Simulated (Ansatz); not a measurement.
# TiTeS monolayer, Janus: modes against biaxial strain in the plane of the sheet, part 2 of 2

Wanted: the shifts of the zone-centre modes of TiTeS monolayer, Janus with strain.

Ansatz 0.2.0; DFT PBEsol, scalar-relativistic, plane waves, PAW; PAW set soft_1.

So far, highest optical mode at the zone centre (no LO-TO term) (cm⁻¹): step 5 (zone-centre response at rest) 368.

### 7. Modes of this member: biaxial strain of +5 % in the plane of the sheet

The zone-centre modes follow for biaxial strain of +5 % in the plane of the sheet.

Contents of input.yaml:

```yaml
crystal:
  lattice:
    - [3.6966466384, 0.0, 0.0]
    - [-1.8483233192, 3.2013898977, 0.0]
    - [0.0, 0.0, 30.0]
  atoms:
    - { symbol: Ti, position: [0.0, 0.0, 0.3401445356] }
    - { symbol: S, position: [0.3333333333, 0.6666666667, 0.3774008011] }
    - { symbol: Te, position: [0.6666666667, 0.3333333333, 0.27912133] }
  periodic: [true, true, false]
kpoints:
  mp_grid: { grid: [15, 15, 1] }
hamiltonian:
  xc: pbesol
  pseudopotentials: { kind: paw, azcp: { folder: soft_1 }, xc_functional: pbe }
scf:
  occupations: { method: methfessel_paxton, width: 0.2 }
output:
  eigenvalues: true
phonons:
  method: dfpt
```

Started as:

```bash
$ ansatz run input.yaml --threads 4 --pin off --max-ram 16384MiB --backend cpu --events-out ev --progress --plain --runs-dir out
```

Numbers of over 12 decimals in the logs are rounded to 6 here.

Log:

```text
[...]
Crystal: 3 atoms, lattice volume = 355.032 Å³
Basis set: ecut = 420 eV, 6977 PW (Γ), exchange–correlation on 50×50×432 points (8 copies of the dense FFT grid, shifted against one another)
Bands: 21, of which v1, the nominal top of the filled ones, is band 17 counted from 1 (16 counted from 0)
Symmetry: 6 space group operations
k-points: 64 of 225 (irreducible under 2 space group operations, time reversal used)
[...]
SCF iter   1: F=—  HF=-10263.977037 eV  |F-HF|=—  |Δ(HF+E_count)|=         —  Δρ=2.10e-2  dr2=2.39e0  ethr=3.10e-3  ⟨swp⟩=14.4  Hψ=11132  notcnv=0
[...]
SCF iter  13: F=-10263.381444 eV  HF=-10263.381444 eV  |F-HF|=1.86e-10  |Δ(HF+E_count)|=  6.29e-10  S|Δr|=    0.00e0  Δρ=2.28e-8  dr2=2.31e-12  ethr=1.00e-12  ⟨swp⟩=12.9  Hψ=11471  notcnv=0
SCF 1 converged in 13 iterations: F = -10263.381444 eV  dr2 = 2.31e-12
[...]
SCF converged after 13 iterations
[...]
Free energy (F): -10263.381444 eV
[...]
Internal energy: -10263.393654 eV  (E = F + TS)
E sigma→0 (E₀):  -10263.384497 eV
Entropy (-TS):   0.012210 eV (4.070 meV/atom)
Fermi energy:    -4.888723 eV
[...]
--- Band table (eV; the first three rows and the last of 64) ---
  k-point 0: bands = [... 13 lower, -8.4028, -6.7088, -4.9001, -4.9001, -4.3273, -4.3273, -3.8485, -1.6390]
  k-point 1: bands = [... 13 lower, -8.3900, -6.6191, -5.1810, -5.0711, -4.4947, -4.1834, -3.6718, -1.9356]
  k-point 2: bands = [... 13 lower, -8.3555, -6.4601, -5.9049, -5.3652, -4.6082, -3.9798, -3.5470, -2.4116]
  k-point 63: bands = [... 13 lower, -8.5024, -8.0407, -7.0421, -6.6710, -4.6532, -4.0396, -3.8632, -2.7983]
[...]
ASR residual: 7.643e-5 → 0.000e0 eV/Å²; symmetrization residual: 1.642e-5 eV/Å²
  ASR residual per site (eV/Å²): 2.88e-5 5.11e-5 7.64e-5
  Γ frequencies (cm⁻¹): 0.00 0.00 0.00 117.30 117.30 199.61 239.60 239.60 324.26
[...]
```

Wall time 2.5 min (4 threads of Arm Neoverse V1, shared host); peak memory 2 GiB; 9.6 min of CPU time.

Numbers from this step:

- sum-rule residual before enforcement: 7.64e-5 eV/Å²
- highest optical mode at the zone centre (no LO-TO term): 324.3 cm⁻¹
- lowest optical zone-centre mode: 117.3 cm⁻¹

Patterns of degenerate modes are one choice out of their space. The modes at Γ (shares of kinetic energy by element, %):

```tsv
mode	frequency (cm⁻¹)	symmetry	Ti %	S %	Te %
1	0.0	acoustic	23	15	61
2	0.0	acoustic	23	15	61
3	0.0	acoustic	23	15	61
4	117.3	E	44	18	38
5	117.3	E	44	18	38
6	199.6	A1	17	47	36
7	239.6	E	33	66	0
8	239.6	E	33	66	0
9	324.3	A1	60	37	3
```

Displacements in mode 4 (117.3 cm⁻¹), the largest set to 1:
```
Ti1  0.00  1.00  0.00
S2   0.00  0.79  0.00
Te3  0.00 -0.57  0.00
```

Displacements in mode 7 (239.6 cm⁻¹), the largest set to 1:
```
Ti1  0.00 -0.58  0.00
S2   0.00  1.00  0.00
Te3  0.00 -0.03  0.00
```

The lowest optical mode is real, 117 cm⁻¹, and the highest lies at 324.3 cm⁻¹.

For the highest optical mode at the zone centre (no LO-TO term), step 5 gave 368 cm⁻¹; this run, with strain 5 %, gives 324 cm⁻¹ (-12 %).

### 8. A member of the series: biaxial strain of -3 % in the plane of the sheet

The cell takes a biaxial strain of -3 % in the plane of the sheet. The cell is held, and the atoms relax in it.

input.yaml, the sections that differ from step 7:

```yaml
crystal:
  lattice:
    - [3.4149973708, 0.0, 0.0]
    - [-1.7074986854, 2.957474477, 0.0]
    - [0.0, 0.0, 30.0]
  atoms:
    - { symbol: Ti, position: [0.0, 0.0, 0.3393476156] }
    - { symbol: S, position: [0.3333333333, 0.6666666667, 0.3819161551] }
    - { symbol: Te, position: [0.6666666667, 0.3333333333, 0.2754028962] }
  periodic: [true, true, false]
output:
  forces: true
  stress: true
  eigenvalues: true
relax:
  adjacent_minimum: "off"
  f_tol: 0.001
  max_steps: 60
# kpoints, hamiltonian, scf: as in step 7
# phonons: removed
```

Log:

```text
[...]
Crystal: 3 atoms, lattice volume = 302.993 Å³
Basis set: ecut = 420 eV, 5909 PW (Γ), exchange–correlation on 48×48×432 points (8 copies of the dense FFT grid, shifted against one another)
Bands: 21, of which v1, the nominal top of the filled ones, is band 17 counted from 1 (16 counted from 0)
Symmetry: 6 space group operations
[...]
--- Relaxed structure (5 steps of the walk, 5 accepted, 0 SCFs on fresh bases) ---
  F+E_penalty+E_count = -10263.45000488 eV   max|allowed force component| = 4.042e-5 eV/Å
  cell:  # Å, volume = 302.9930 Å³
    - [3.414997, 0.0, 0.0]
    - [-1.707499, 2.957474, 0.0]
    - [0.0, 0.0, 30.0]
  atoms:
    - { symbol: Ti, position: [0, 0, 0.339253] }
    - { symbol: S, position: [0.333333, 0.666667, 0.382555] }
    - { symbol: Te, position: [0.666667, 0.333333, 0.274858] }
[key lines of the parts left out:]
SCF converged after 5 iterations
Free energy (F): -10263.450005 eV
Fermi energy:    -4.815778 eV
P = ½ c Tr σ = 2.4797 N/m
```

Wall time 24 s (4 threads); peak memory 0.66 GiB.

The steps of the relaxation:

```tsv
step	energy less that of the first step (eV)	largest force component (eV/Å)
1	0.0000	0.2263
2	-0.0007	0.2325
3	-0.0034	0.0325
4	-0.0034	0.0027
5	-0.0034	0.0000
```

Forces are held to the 6 operations that the run works with; a distortion that breaks them can't arise in this run.

The atoms that moved most (Å):

```tsv
atom	dx	dy	dz	length
S2	0.000	0.000	0.019	0.019
Te3	0.000	0.000	-0.016	0.016
```

Final coordinates:

```xyz
3
Lattice="3.4150 0.0000 0.0000 -1.7075 2.9575 0.0000 0.0000 0.0000 30.0000" Properties=species:S:1:pos:R:3
Ti    0.0000    0.0000   10.1776
S     0.0000    1.9716   11.4767
Te    1.7075    0.9858    8.2457
```

This step gave:

```yaml
gap_on_the_k_mesh: 0 eV
area_per_atom: 3.367 Å²
```

The largest force component left is 0.041 meV/Å.

### 9. Zone-centre modes of the member: biaxial strain of -3 % in the plane of the sheet

The zone-centre modes follow for biaxial strain of -3 % in the plane of the sheet.

input.yaml, the sections that differ from step 8:

```yaml
crystal:
  lattice:
    - [3.4149973708, 0.0, 0.0]
    - [-1.7074986854, 2.957474477, 0.0]
    - [0.0, 0.0, 30.0]
  atoms:
    - { symbol: Ti, position: [0.0, 0.0, 0.3392532922] }
    - { symbol: S, position: [0.3333333333, 0.6666666667, 0.3825550802] }
    - { symbol: Te, position: [0.6666666667, 0.3333333333, 0.2748582945] }
  periodic: [true, true, false]
output:
  eigenvalues: true
phonons:
  method: dfpt
# kpoints, hamiltonian, scf: as in step 8
# relax: removed
```

Log:

```text
[...]
Crystal: 3 atoms, lattice volume = 302.993 Å³
Basis set: ecut = 420 eV, 5909 PW (Γ), exchange–correlation on 48×48×432 points (8 copies of the dense FFT grid, shifted against one another)
Bands: 21, of which v1, the nominal top of the filled ones, is band 17 counted from 1 (16 counted from 0)
Symmetry: 6 space group operations
k-points: 64 of 225 (irreducible under 2 space group operations, time reversal used)
[...]
k-point 63: bands = [... 13 lower, -8.2444, -8.1607, -7.1989, -6.8838, -4.3674, -3.6613, -3.1276, -2.2768, ... 4 higher]
  ° read free of the cell's end (the report's vacuum.weakly_bound_levels)
[...]
ASR residual: 6.781e-5 → 0.000e0 eV/Å²; symmetrization residual: 1.389e-5 eV/Å²
  ASR residual per site (eV/Å²): 2.41e-5 6.78e-5 4.19e-5
  Γ frequencies (cm⁻¹): 0.00 0.00 0.00 122.61 122.61 209.18 285.51 285.51 396.72
[...]
[key lines of the parts left out:]
SCF converged after 12 iterations
Free energy (F): -10263.450005 eV
Fermi energy:    -4.815778 eV
```

It took 1.7 min on 4 threads; peak memory 1.8 GiB.

This step gave:

```
sum-rule residual before enforcement                    : 6.78e-5 eV/Å²
highest optical mode at the zone centre (no LO-TO term) : 396.7 cm⁻¹
lowest optical zone-centre mode                         : 122.6 cm⁻¹
```

Patterns of degenerate modes are one choice out of their space. The modes at Γ (shares of kinetic energy by element, %):

```tsv
mode	frequency (cm⁻¹)	symmetry	Ti %	S %	Te %
1	0.0	acoustic	23	15	61
2	0.0	acoustic	23	15	61
3	0.0	acoustic	23	15	61
4	122.6	E	35	27	38
5	122.6	E	35	27	38
6	209.2	A1	20	44	36
7	285.5	E	42	58	0
8	285.5	E	42	58	0
9	396.7	A1	57	41	2
```

The lowest optical mode is real, 123 cm⁻¹, and the highest lies at 396.7 cm⁻¹.

For the highest optical mode at the zone centre (no LO-TO term), step 5 gave 368 cm⁻¹; this run, with strain -3 %, gives 397 cm⁻¹ (+8 %).

### 10. All members side by side

The members are set side by side, also those not shown above.

Energies are extrapolated to zero smearing, and E0 is that at rest; the cell is clamped and the atoms are relaxed; all runs use 15×15×1 k points and Methfessel-Paxton smearing of 0.2 eV. State of the crystal along the series:

```tsv
strain (%)	E - E0 (meV/atom)	gap on mesh (eV)
-3	15.49	0
-2	6.762	0
-1	1.681	0
0	0	0
1	1.526	0
2	6.102	0
3	13.64	0
4	24.13	0
5	37.57	0.08362
```

Optical modes are counted from below at rest and tracked from member to member by their patterns, and modes that stay within 0.3 cm⁻¹ of each other stand once; labels, where given, are those at rest; the cell is clamped and the atoms are relaxed; all runs use 15×15×1 k points and Methfessel-Paxton smearing of 0.2 eV. Optical modes along the series:

```tsv
strain (%)	optical mode 1 E (cm⁻¹)	optical mode 2 A1 (cm⁻¹)	optical mode 3 E (cm⁻¹)	optical mode 4 A1 (cm⁻¹)
-3	122.6	209.2	285.5	396.7
-2	122.8	207.6	279.6	387.1
-1	122	206.2	272.4	377.4
0	120.4	205	265	367.9
1	118.5	203.8	259	358.9
2	117.5	202.5	254.8	350.7
3	117.5	201.5	251.5	343
4	117.8	200.7	246.8	334.6
5	117.3	199.6	239.6	324.3
```

Value and slope at zero strain of a cubic (a lower polynomial where under five rows exist) through the rows within 2 % of rest. Slopes at rest:

```tsv
mode	frequency (cm⁻¹)	shift per percent of strain (cm⁻¹)
optical mode 1 E	120.3	-1.88
optical mode 2 A1	205	-1.23
optical mode 3 E	265.1	-6.9
optical mode 4 A1	367.9	-9.29
```

### 11. Outcome

```
members                                                          : 9
highest optical mode at the zone centre (no LO-TO term), at rest : 367.9 cm⁻¹
optical mode 1 E, shift per percent                              : -1.88 cm⁻¹
optical mode 2 A1, shift per percent                             : -1.23 cm⁻¹
optical mode 3 E, shift per percent                              : -6.90 cm⁻¹
optical mode 4 A1, shift per percent                             : -9.29 cm⁻¹
```

What this shows: Within 2 % of rest optical mode 1 E and optical mode 3 E bend away from a straight line, so a single slope holds only near rest. The fastest shift in the table of slopes is -9.3 cm⁻¹ for each percent (optical mode 4 A1). These are harmonic frequencies at zero temperature: anharmonic shifts, linewidths and thermal expansion are left out. Spin-orbit coupling is left out, which can matter for the heavy elements here. With no gap, or one that is small against the smearing, the frequencies hang on the k mesh and the smearing, most of all near Kohn anomalies. A semilocal functional can close a gap that the real compound would have, so the metallic treatment may be an artefact of the level. The starting cell was built on a prototype and not taken from a measurement. The PAW files were made for PBE; the program adapts parts of them to the functional of the run, but their partial waves stay those of PBE, an approximation that was not tested in this session. Only the zone centre was solved, so an instability at another wavevector cannot show here.

[Logs are printed without paths, hosts, clocks, repeated set-up lines and the standing remarks that a program may print on its own settings, such as how far it seeks lower states.]

[Hosts, paths, dates, database ids (printed as entryN), source tags and the programs' standing remarks are cut or masked in the printed files.]
